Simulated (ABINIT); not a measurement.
An input for ABINIT 10.8.3 (SrAlGeH (P3m1)):

```
acell 3*1.0 Angstrom
rprim 
  4.265790426783 0.000000000004 0.000000000000
  -2.132895213395 3.694282876813 0.000000000000
  0.000000000000 0.000000000000 4.967268000000
ntypat 4
znucl 38 13 32 1
natom 4
typat 1 2 3 4
xred 
  0.333333333333 0.666666666667 0.004601000000
  -0.000000000000 0.000000000000 0.458049000000
  0.666666666667 0.333333333333 0.561296000000
  -0.000000000000 0.000000000000 0.105252000000
pp_dirpath "pseudos"
pseudos "Sr.upf, Al.upf, Ge.upf, H.upf"
ecut 56
ngkpt 3 3 2
nshiftk 1
shiftk 0 0 0
kptopt 1
chksymbreak 0
istwfk *1
occopt 1
irdwfk 1
optdriver 4
nband 69
gwcalctyp 10
ecutsigx 56
symsigma 1
nkptgw 6
kptgw 
  0.0000000000 0.0000000000 0.0000000000
  0.3333333333 0.0000000000 0.0000000000
  0.3333333333 0.3333333333 0.0000000000
  0.0000000000 0.0000000000 0.5000000000
  0.3333333333 0.0000000000 0.5000000000
  0.3333333333 0.3333333333 0.5000000000
bdgw 
  14 23
  14 23
  14 23
  14 23
  14 23
  14 23
ecuteps 3.9
irdscr 1
ppmodel 1
irdqps 1
indata_prefix "in"
outdata_prefix "out"
tmpdata_prefix "tmp"
```

```sh
OMP_NUM_THREADS=1 mpirun -n 8 abinit run.abi > log
```

**Question.** How long will it take on 8 MPI ranks of Arm Neoverse V1, shared host, and how much memory?

It took 20 s; on shared hardware allow 10 s to 41 s. Peak host memory was 2.9 GiB.

[Paths, hosts, dates, memory and timing lines, banners, echoed tables and standing remarks are left out of the program output.]

[Logs are printed without paths, hosts, clocks, repeated set-up lines and the standing remarks that a program may print on its own settings, such as how far it seeks lower states.]

[Runs of the session that timed out or met a known fault of the program may be left out.]

[Hosts, paths, dates, database ids (printed as entryN), source tags and the programs' standing remarks are cut or masked in the printed files.]

[G0W0 gaps are taken among the corrected bands and points alone; a level outside them can change the order at an edge.]

[Where Ansatz stands beside ABINIT at settings called matched, ABINIT's density can come from a denser mesh and the files from another edition; pairs whose starting gaps differed by over 0.03 eV were left out, so agreement reads better than it is.]
